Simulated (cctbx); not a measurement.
# CsYbCoTe3 across an absorption edge

Space group Cmcm (no. 63), a = 4.4810 Å, b = 16.5960 Å, c = 11.8480 Å, α = 90.00°, β = 90.00°, γ = 90.00°.

```
atom  mult.    x       y       z  Ueq (Å²)
 Yb1      4    0       0     1/2    0.0153
 Cs1      4  1/2  0.2441     1/4    0.0172
 Te1      8    0  0.3720  0.4509    0.0163
 Te2      4  1/2  0.4334     3/4    0.0277
 Co1      4  1/2  0.0400     3/4    0.0209
```

The model is made up (kin elements in a known structure type, no relaxation), so it says nothing on whether the phase exists.

Calculated with cctbx: free-atom f′ and f″ from the Sasaki tables, no fine structure; amplitudes in electrons.

| E (eV) | F 1 1 0 | F 0 2 0 | F 1 3 0 | F 0 4 1 |
| --- | --- | --- | --- | --- |
| 8344 | 42.8 | 233.1 | 490.5 | 86.9 |
| 8694 | 33.5 | 226.9 | 482.0 | 85.3 |
| 8824 | 26.8 | 220.9 | 475.4 | 84.9 |
| 8884 | 21.4 | 215.5 | 469.9 | 84.7 |
| 8914 | 16.0 | 209.7 | 464.1 | 84.6 |
| 8929 | 11.3 | 203.9 | 458.4 | 84.6 |
| 8936 | 8.3 | 198.6 | 453.2 | 84.6 |
| 8940 | 8.4 | 192.9 | 447.5 | 84.5 |
| 8948 | 19.4 | 195.7 | 450.3 | 84.5 |
| 8952 | 19.1 | 201.8 | 456.3 | 84.5 |
| 8959 | 20.5 | 207.2 | 461.7 | 84.5 |
| 8974 | 23.4 | 213.3 | 467.5 | 84.4 |
| 9004 | 27.3 | 219.3 | 473.3 | 84.4 |
| 9094 | 32.7 | 226.9 | 480.5 | 84.1 |
| 9344 | 37.9 | 234.4 | 487.1 | 83.6 |

**Question.** Which edge is crossed, and why do the reflections move as they do?

The L3 edge of Yb. The edge is at 8944 eV. f′ of Yb falls from -12.1 e at 8824 eV to -19.2 e at 4 eV below it, and f″ steps from 3.74 to 10.53 e across it. Over that approach |F| changes by -69 % (1 1 0), -13 % (0 2 0), -6 % (1 3 0) and -0 % (0 4 1): a reflection falls where Yb scatters in phase with the total and rises where it scatters against it; it hardly moves where the Yb term is small or cancels by symmetry. Above the edge the larger f″ enters the imaginary part, where it can add to or cancel the other atoms' f″. The structure is centrosymmetric, so Friedel mates stay equal.

[Logs are printed without paths, hosts, clocks, repeated set-up lines and the standing remarks that a program may print on its own settings, such as how far it seeks lower states.]
